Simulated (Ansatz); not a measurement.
# Stretching the linear Mo chain

Does stretching change the magnetism or the channel count of the linear Mo chain?

Main program and level: Ansatz 0.2.0; DFT PBEsol, plane waves, PAW; relaxation of a chain's period, in the first sound run; inputs show where later runs differ.

Report form: the programs' logs are mostly left out.

## Step 1: The starting structure

The cell holds 1 atom: 1 Mo. Cell: a = 7.500 Å, b = 7.500 Å, c = 2.864 Å, α = 90.0°, β = 90.0°, γ = 90.0°. Vacuum lies along a and b. The structure's axis is c.

## Step 2: Relaxation of atoms and period

Band widths follow the bond lengths, so the chain is relaxed first. The atoms and the third cell vector are free; the box across stays fixed as vacuum. Moments are seeded so that a magnetic state can form if it lies lower. A Fermi-Dirac smearing is set since the result may be a metal. The pressure printed is a third of the stress's trace over the whole box, vacuum included; only the stress along the axis is relaxed.

Input file input.yaml:

```yaml
crystal:
  lattice:
    - [7.5, 0.0, 0.0]
    - [0.0, 7.5, 0.0]
    - [0.0, 0.0, 2.8644]
  atoms:
    - { symbol: Mo, position: [0.5, 0.5, 0.0], spin: 3.0 }
magnetization:
  spin_polarized: true
kpoints:
  mp_grid: { grid: [1, 1, 28] }
scf:
  occupations: { method: fermi_dirac, width: 0.05 }
hamiltonian:
  xc: pbesol
relax:
  cell: { fix: [a, b, alpha, beta, gamma] }
  max_steps: 60
```

The run is started by

```bash
$ ansatz run input.yaml --threads 4 --pin off --max-ram 8192MiB --backend cpu --events-out ev --progress --plain --runs-dir out
```

It took 12 s on 4 threads of Arm Neoverse V2, shared host; peak memory 0.41 GiB.

Step by step:

| step | energy less that of the first step (eV) | largest force component (eV/Å) | pressure (GPa) | volume (Å³) |
| --- | --- | --- | --- | --- |
| 1 | 0.0000 | 0.0000 | -1.24 | 161.12 |
| 2 | -0.2375 | 0.0000 | -1.81 | 153.27 |
| 3 | -0.4777 | 0.0000 | -1.84 | 145.41 |
| 4 | -0.7097 | 0.0000 | -1.55 | 137.56 |
| 5 | -1.0230 | 0.0000 | -2.04 | 129.70 |
| 6 | -1.1688 | 0.0000 | 0.24 | 121.85 |
| 7 | -1.1714 | 0.0000 | -0.41 | 123.32 |
| 8 | -1.1726 | 0.0000 | -0.18 | 122.80 |
| 9* | -1.1723 | 0.0000 | -0.18 | 122.80 |

Relaxation steps marked * repeat the geometry before them on a plane-wave basis chosen anew for their cell, so energy and pressure can jump there.

| cell as run | before | after | change |
| --- | --- | --- | --- |
| c (Å) | 2.864 | 2.183 | -23.8 % |

The relaxed structure:

```
Mo
1.0
     7.50000    0.00000    0.00000
     0.00000    7.50000    0.00000
     0.00000    0.00000    2.18304
Mo
1
Direct
  0.50000 0.50000 0.00000
```

This step gave:

```yaml
energy_at_zero_smearing: -4892.4322 eV
cell_length_along_the_wire: 2.183 Å
```

The cell's length comes to 2.183 Å with no moment. That is -24 % against the start, more than a small adjustment.

The cell shrank by 23.8 % in its periodic edges.

## Step 3: At a set period, period over the relaxed period 0.88, k-mesh 1×1×42

This step: DFT PBEsol, plane waves, PAW; channels and complex bands of a perfect chain (Ansatz 0.2.0).

The period is set to 0.88 times the relaxed one: shorter bonds widen the bands.

The cell differs from the one that the last finished run ended in (c 2.183 → 1.921 Å).

input.yaml, the sections that differ from step 2:

```yaml
crystal:
  lattice:
    - [7.5, 0.0, 0.0]
    - [0.0, 7.5, 0.0]
    - [0.0, 0.0, 1.9210788392]
  atoms:
    - { symbol: Mo, position: [0.5, 0.5, 0.0], spin: 3.0 }
kpoints:
  mp_grid: { grid: [1, 1, 42] }
output:
  transmission:
    e_range: [-2, 2]
    de: 0.035
    kmesh: [1, 1]
    reduced_basis: true
    leads: [[0, 0]]
  stress: true
# magnetization, scf, hamiltonian: as in step 2
# relax: removed
```

Elapsed: 23 s, on 4 threads; peak memory 0.48 GiB.

This step gave:

- energy at zero smearing: -4891.3205 eV
- channels at the energy nearest the Fermi level, spin up: 6
- channels at the energy nearest the Fermi level, spin down: 6
- conductance of the lead as this run defines it: 6.000 G₀
- band gap: 0 eV

Table of open channels of the lead by energy, zero at the Fermi level:

| energy (eV) | spin up | spin down |
| --- | --- | --- |
| -2.000 | 3 | 3 |
| -1.895 | 3 | 3 |
| -1.790 | 5 | 5 |
| -1.685 | 5 | 5 |
| -1.615 | 5 | 5 |
| -1.510 | 6 | 6 |
| -1.405 | 6 | 6 |
| -1.300 | 6 | 6 |
| -1.195 | 6 | 6 |
| -1.090 | 6 | 6 |
| -0.985 | 6 | 6 |
| -0.915 | 6 | 6 |
| -0.810 | 6 | 6 |
| -0.705 | 6 | 6 |
| -0.600 | 6 | 6 |
| -0.495 | 6 | 6 |
| -0.390 | 6 | 6 |
| -0.285 | 6 | 6 |
| -0.215 | 6 | 6 |
| -0.110 | 6 | 6 |
| -0.005 | 6 | 6 |
| 0.100 | 6 | 6 |
| 0.205 | 6 | 6 |
| 0.310 | 6 | 6 |
| 0.415 | 6 | 6 |
| 0.485 | 6 | 6 |
| 0.590 | 6 | 6 |
| 0.695 | 6 | 6 |
| 0.800 | 6 | 6 |
| 0.905 | 6 | 6 |
| 1.010 | 6 | 6 |
| 1.115 | 6 | 6 |
| 1.185 | 6 | 6 |
| 1.290 | 6 | 6 |
| 1.395 | 6 | 6 |
| 1.500 | 6 | 6 |
| 1.605 | 6 | 6 |
| 1.710 | 6 | 6 |
| 1.815 | 6 | 6 |
| 1.885 | 6 | 6 |

At the computed energy nearest the Fermi level there are 6 spin-up and 6 spin-down channels, and the thermal average gives 6.00 G₀.

## Step 4: The chain at a fixed length, period over the relaxed period 0.92, k-mesh 1×1×40

The period is set to 0.92 times the relaxed one: shorter bonds widen the bands.

The cell differs from the one that the last finished run ended in (c 1.921 → 2.008 Å).

input.yaml: that of step 3 with these lines changed.

```diff
@@ -4,3 +4,3 @@
     - [0.0, 7.5, 0.0]
-    - [0.0, 0.0, 1.9210788392]
+    - [0.0, 0.0, 2.0084006046]
   atoms:
@@ -10,3 +10,3 @@
 kpoints:
-  mp_grid: { grid: [1, 1, 42] }
+  mp_grid: { grid: [1, 1, 40] }
 scf:
```

It took 20 s on 4 threads; peak memory 0.46 GiB; 66 s of CPU time.

At the computed energy nearest the Fermi level there are 6 spin-up and 6 spin-down channels, and the thermal average gives 6.00 G₀.

## Step 5: The chain at a fixed length, period over the relaxed period 0.96, k-mesh 1×1×39

The period is set to 0.96 times the relaxed one: shorter bonds widen the bands.

The cell differs from the one that the last finished run ended in (c 2.008 → 2.096 Å).

input.yaml: that of step 4 with these lines changed.

```diff
@@ -4,3 +4,3 @@
     - [0.0, 7.5, 0.0]
-    - [0.0, 0.0, 2.0084006046]
+    - [0.0, 0.0, 2.09572237]
   atoms:
@@ -10,3 +10,3 @@
 kpoints:
-  mp_grid: { grid: [1, 1, 40] }
+  mp_grid: { grid: [1, 1, 39] }
 scf:
```

It took 20 s on 4 threads; peak memory 0.46 GiB; 64 s of CPU time.

At the computed energy nearest the Fermi level there are 6 spin-up and 6 spin-down channels, and the thermal average gives 6.00 G₀.

## Step 6: At a set period, period over the relaxed period 1, k-mesh 1×1×37

The period is set to 1.0 times the relaxed one, as the point of reference.

input.yaml: that of step 5 with these lines changed.

```diff
@@ -4,3 +4,3 @@
     - [0.0, 7.5, 0.0]
-    - [0.0, 0.0, 2.09572237]
+    - [0.0, 0.0, 2.1830441354]
   atoms:
@@ -10,3 +10,3 @@
 kpoints:
-  mp_grid: { grid: [1, 1, 39] }
+  mp_grid: { grid: [1, 1, 37] }
 scf:
```

Elapsed: 18 s, on 4 threads; peak memory 0.44 GiB; 57 s of CPU time.

Open channels of the lead against energy, zero at the Fermi level:

| energy (eV) | spin up | spin down |
| --- | --- | --- |
| -2.000 | 3 | 3 |
| -1.790 | 3 | 3 |
| -1.615 | 3 | 3 |
| -1.405 | 4 | 4 |
| -1.195 | 4 | 4 |
| -0.985 | 4 | 4 |
| -0.810 | 6 | 6 |
| -0.600 | 6 | 6 |
| -0.390 | 6 | 6 |
| -0.215 | 6 | 6 |
| -0.005 | 6 | 6 |
| 0.205 | 6 | 6 |
| 0.415 | 6 | 6 |
| 0.590 | 6 | 6 |
| 0.800 | 6 | 6 |
| 1.010 | 6 | 6 |
| 1.185 | 6 | 6 |
| 1.395 | 6 | 6 |
| 1.605 | 4 | 4 |
| 1.815 | 4 | 4 |

At the computed energy nearest the Fermi level there are 6 spin-up and 6 spin-down channels, and the thermal average gives 6.00 G₀.

## Step 7: At a set period, period over the relaxed period 1.04, k-mesh 1×1×36

The period is set to 1.04 times the relaxed one: longer bonds narrow the bands.

The cell differs from the one that the last finished run ended in (c 2.183 → 2.270 Å).

input.yaml: that of step 6 with these lines changed.

```diff
@@ -4,3 +4,3 @@
     - [0.0, 7.5, 0.0]
-    - [0.0, 0.0, 2.1830441354]
+    - [0.0, 0.0, 2.2703659009]
   atoms:
@@ -10,3 +10,3 @@
 kpoints:
-  mp_grid: { grid: [1, 1, 37] }
+  mp_grid: { grid: [1, 1, 36] }
 scf:
```

Wall time 17 s (4 threads); peak memory 0.43 GiB; 56 s of CPU time.

At the computed energy nearest the Fermi level there are 6 spin-up and 6 spin-down channels, and the thermal average gives 6.00 G₀. The change of length costs 0.072 eV a cell and leaves no moment.

## Step 8: The chain at a fixed length, period over the relaxed period 1.08, k-mesh 1×1×34

The period is set to 1.08 times the relaxed one: longer bonds narrow the bands.

The cell differs from the one that the last finished run ended in (c 2.270 → 2.358 Å).

input.yaml: that of step 7 with these lines changed.

```diff
@@ -4,3 +4,3 @@
     - [0.0, 7.5, 0.0]
-    - [0.0, 0.0, 2.2703659009]
+    - [0.0, 0.0, 2.3576876663]
   atoms:
@@ -10,3 +10,3 @@
 kpoints:
-  mp_grid: { grid: [1, 1, 36] }
+  mp_grid: { grid: [1, 1, 34] }
 scf:
```

The job ended after 16 s (4 threads; peak memory 0.43 GiB; 54 s of CPU time).

At the computed energy nearest the Fermi level there are 6 spin-up and 6 spin-down channels, and the thermal average gives 6.00 G₀. The change of length costs 0.266 eV a cell and leaves no moment.

## Step 9: The chain at a fixed length, period over the relaxed period 1.13, k-mesh 1×1×33

The period is set to 1.13 times the relaxed one: longer bonds narrow the bands.

The cell differs from the one that the last finished run ended in (c 2.358 → 2.467 Å).

input.yaml: that of step 8 with these lines changed.

```diff
@@ -4,3 +4,3 @@
     - [0.0, 7.5, 0.0]
-    - [0.0, 0.0, 2.3576876663]
+    - [0.0, 0.0, 2.466839873]
   atoms:
@@ -10,3 +10,3 @@
 kpoints:
-  mp_grid: { grid: [1, 1, 34] }
+  mp_grid: { grid: [1, 1, 33] }
 scf:
```

Run time: 22 s. Hardware: 4 threads; peak memory 0.5 GiB; 76 s of CPU time.

At the computed energy nearest the Fermi level there are 6 spin-up and 4 spin-down channels, and the thermal average gives 4.87 G₀. The change of length costs 0.496 eV a cell and leaves an absolute moment of 2.53 μB a cell.

Between step 3 and this run (period over the relaxed period 1.13 and k-mesh 1×1×33) the value for the conductance of the lead as this run defines it moves from 6.00 G₀ to 4.87 G₀ (-19 %).

## Step 10: At a set period, period over the relaxed period 1.2, k-mesh 1×1×31

The period is set to 1.2 times the relaxed one: longer bonds narrow the bands.

The cell differs from the one that the last finished run ended in (c 2.467 → 2.620 Å).

input.yaml: that of step 9 with these lines changed.

```diff
@@ -4,3 +4,3 @@
     - [0.0, 7.5, 0.0]
-    - [0.0, 0.0, 2.466839873]
+    - [0.0, 0.0, 2.6196529625]
   atoms:
@@ -10,3 +10,3 @@
 kpoints:
-  mp_grid: { grid: [1, 1, 33] }
+  mp_grid: { grid: [1, 1, 31] }
 scf:
```

Elapsed: 22 s, on 4 threads; peak memory 0.52 GiB.

At the computed energy nearest the Fermi level there are 4 spin-up and 4 spin-down channels, and the thermal average gives 3.88 G₀. The change of length costs 0.757 eV a cell and leaves an absolute moment of 3.10 μB a cell.

Between step 3 and this run (period over the relaxed period 1.2 and k-mesh 1×1×31) the value for the conductance of the lead as this run defines it moves from 6.00 G₀ to 3.88 G₀ (-35 %).

## Step 11: At a set period, period over the relaxed period 1.3, k-mesh 1×1×29

The period is set to 1.3 times the relaxed one: longer bonds narrow the bands.

The cell differs from the one that the last finished run ended in (c 2.620 → 2.838 Å).

input.yaml: that of step 10 with these lines changed.

```diff
@@ -4,3 +4,3 @@
     - [0.0, 7.5, 0.0]
-    - [0.0, 0.0, 2.6196529625]
+    - [0.0, 0.0, 2.8379573761]
   atoms:
@@ -10,3 +10,3 @@
 kpoints:
-  mp_grid: { grid: [1, 1, 31] }
+  mp_grid: { grid: [1, 1, 29] }
 scf:
```

Wall time 15 s (4 threads); peak memory 0.42 GiB; 52 s of CPU time.

Open channels of the lead against energy, zero at the Fermi level:

| energy (eV) | spin up | spin down |
| --- | --- | --- |
| -2.000 | 3 | 1 |
| -1.790 | 3 | 1 |
| -1.615 | 3 | 1 |
| -1.405 | 4 | 1 |
| -1.195 | 6 | 1 |
| -0.985 | 6 | 1 |
| -0.810 | 6 | 1 |
| -0.600 | 6 | 1 |
| -0.390 | 4 | 1 |
| -0.215 | 4 | 3 |
| -0.005 | 4 | 3 |
| 0.205 | 3 | 3 |
| 0.415 | 3 | 3 |
| 0.590 | 3 | 4 |
| 0.800 | 3 | 4 |
| 1.010 | 3 | 4 |
| 1.185 | 1 | 4 |
| 1.395 | 1 | 6 |
| 1.605 | 1 | 6 |
| 1.815 | 3 | 6 |

At the computed energy nearest the Fermi level there are 4 spin-up and 3 spin-down channels, and the thermal average gives 3.49 G₀. The change of length costs 1.140 eV a cell and leaves an absolute moment of 3.91 μB a cell.

## Step 12: The series together

Times are for 4 threads of Arm Neoverse V2, shared host. The runs compared:

| no. | period over the relaxed period | conductance of the lead as this run defines it (G₀) | absolute moment (μB) | energy at zero smearing less the lowest (eV) | time | memory (GiB) |
| --- | --- | --- | --- | --- | --- | --- |
| 1 | 0.88 | 6.000 | 0 | 1.117 | 23 s | 0.48 |
| 2 | 0.92 | 6.000 | 0 | 0.4131 | 20 s | 0.46 |
| 3 | 0.96 | 6.000 | 0 | 0.09390 | 20 s | 0.46 |
| 4 | 1 | 6.000 | 0 | 0 | 18 s | 0.44 |
| 5 | 1.04 | 6.000 | 0 | 0.07247 | 17 s | 0.43 |
| 6 | 1.08 | 6.000 | 0 | 0.2656 | 16 s | 0.43 |
| 7 | 1.13 | 4.874 | 2.532 | 0.4962 | 22 s | 0.5 |
| 8 | 1.2 | 3.878 | 3.099 | 0.7571 | 22 s | 0.52 |
| 9 | 1.3 | 3.495 | 3.909 | 1.140 | 15 s | 0.42 |

## Step 13: The same system on other settings

This step: DFT PBEsol, plane waves, PAW; channels and complex bands of a perfect chain; changed: output.transmission.e_range = [0, 2], output.transmission.de = 0.05, output.transmission.reduced_basis = false (Ansatz 0.2.0).

The atoms of the run at the relaxed period are kept and the input is varied, to see whether the result depends on it.

input.yaml, the sections that differ from step 11:

```yaml
crystal:
  lattice:
    - [7.5, 0.0, 0.0]
    - [0.0, 7.5, 0.0]
    - [0.0, 0.0, 2.1830441354]
  atoms:
    - { symbol: Mo, position: [0.5, 0.5, 0.0], spin: 3.0 }
kpoints:
  mp_grid: { grid: [1, 1, 37] }
output:
  transmission:
    e_range: [0, 2]
    de: 0.05
    kmesh: [1, 1]
    reduced_basis: false
    leads: [[0, 0]]
  stress: true
# magnetization, scf, hamiltonian: as in step 11
```

The job ended after 79 s (4 threads; peak memory 1.6 GiB).

Numbers from this step:

| Item | Value |
| --- | --- |
| energy at zero smearing | -4892.4377 eV |
| channels at the energy nearest the Fermi level, spin up | 6 |
| channels at the energy nearest the Fermi level, spin down | 6 |

Table of open channels of the lead by energy, zero at the Fermi level:

| energy (eV) | spin up | spin down |
| --- | --- | --- |
| 0.000 | 6 | 6 |
| 0.100 | 6 | 6 |
| 0.200 | 6 | 6 |
| 0.300 | 6 | 6 |
| 0.400 | 6 | 6 |
| 0.500 | 6 | 6 |
| 0.550 | 6 | 6 |
| 0.650 | 6 | 6 |
| 0.750 | 6 | 6 |
| 0.850 | 6 | 6 |
| 0.950 | 6 | 6 |
| 1.050 | 6 | 6 |
| 1.150 | 6 | 6 |
| 1.250 | 6 | 6 |
| 1.350 | 6 | 6 |
| 1.450 | 6 | 6 |
| 1.500 | 6 | 6 |
| 1.600 | 4 | 4 |
| 1.700 | 4 | 4 |
| 1.800 | 4 | 4 |
| 1.900 | 4 | 4 |
| 2.000 | 4 | 4 |

It took 79 s against 18 s for the run it varies; the program gives no conductance for this window, step and temperature, so that result is lost.

The channels at the energy nearest the Fermi level, spin up and channels at the energy nearest the Fermi level, spin down stay within 0.2 % plus 0.001 of the run it varies.

## Step 14: Results

```json
{"relaxed cell length": "2.183 Å", "conductance at period × 0.88": "6.00 G₀", "conductance at period × 1.0": "6.00 G₀", "conductance at period × 1.13": "4.87 G₀", "conductance at period × 1.3": "3.49 G₀", "absolute moment at period × 0.88": "0 μB", "absolute moment at period × 1.0": "0 μB", "absolute moment at period × 1.3": "3.91 μB"}
```

**Reading.** In these runs no moment survives at the shortest period, and one is present from a factor of 1.13 on: longer bonds narrow the bands, which favours exchange splitting. The conductance goes from 6.00 G₀ at the shortest period to 3.49 G₀ at the longest, while the magnetic state changes too. Transport is coherent and elastic here: the atoms are frozen, so scattering by vibrations plays no part. No search over magnetic orders was made; another may lie lower. For the perfect chain only parallel moments were started; its antiparallel and spiral orders were not tested. Conductances of a perfect chain off the multiples of half a G0 come from band edges within the thermal window; the square box also splits pairs of bands that an isolated chain keeps degenerate, which moves such edges. The lead's cell of one atom keeps the chain straight and evenly spaced; a zigzag or dimerised form may lie lower.

[Logs are printed without paths, hosts, clocks, repeated set-up lines and the standing remarks that a program may print on its own settings, such as how far it seeks lower states.]

[Hosts, paths, dates, database ids (printed as entryN), source tags and the programs' standing remarks are cut or masked in the printed files.]
